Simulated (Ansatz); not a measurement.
The crystal is PtSe2/PtSe2 (commensurate twisted bilayer).

The cell holds 42 atoms: 14 Pt and 28 Se. Its edges and angles: a = 9.895 Å, b = 9.895 Å, c = 39.700 Å, α = 90.0°, β = 90.0°, γ = 120.0°. It derives from Pt1Se2. Regions: layer 1 (PtSe2), 21 atoms (7 Pt and 14 Se); layer 2 (PtSe2), 21 atoms (7 Pt and 14 Se). Vacuum lies along c.

The structure was relaxed with PBE-D3(BJ) (ions only). At the settings of the band run the largest force is still 0.10 eV/Å. The runs that relaxed it are not among those shown. Spin-orbit coupling is left out unless a run names it.

Gaps computed with Ansatz 0.2.0 without a self-energy: PBE 0.61 eV and PBE+SOC 0.57 eV.

Estimate the G0W0@PBE gap with 3×3×1 mesh, 1933 empty bands, screening to 52 eV, PAW set soft_1 files.

About 1.14 eV: on its mesh the run moves the gap from 0.65 eV by +0.53 eV, and the mesh misses the edges by 0.04 eV. Spin-orbit coupling is not in that value; its −0.04 eV at the PBE level would bring it to about 1.10 eV. Bands and cutoff are finite, so the gap is not at the basis limit. The miss can reach some tenths of an eV and take either sign; the mesh is an error of its own. The mesh in the plane is coarse for a sheet; gap and any exciton binding can still move on denser ones. The runs have no spin polarisation. For a closed low-spin shell that is the natural state; where a d or f shell is open it is a constraint, and the gap is then not the crystal's own. With d states at the gap, one-shot GW leans hard on its start. The many-body steps are scalar-relativistic: spin-orbit coupling is not in them.

[Runs of the session that timed out or met a known fault of the program may be left out.]

[Cells called generated may have been cut or substituted from an entry of the Crystallography Open Database or the Materials Project.]

[Hosts, paths, dates, database ids (printed as entryN), source tags and the programs' standing remarks are cut or masked in the printed files.]
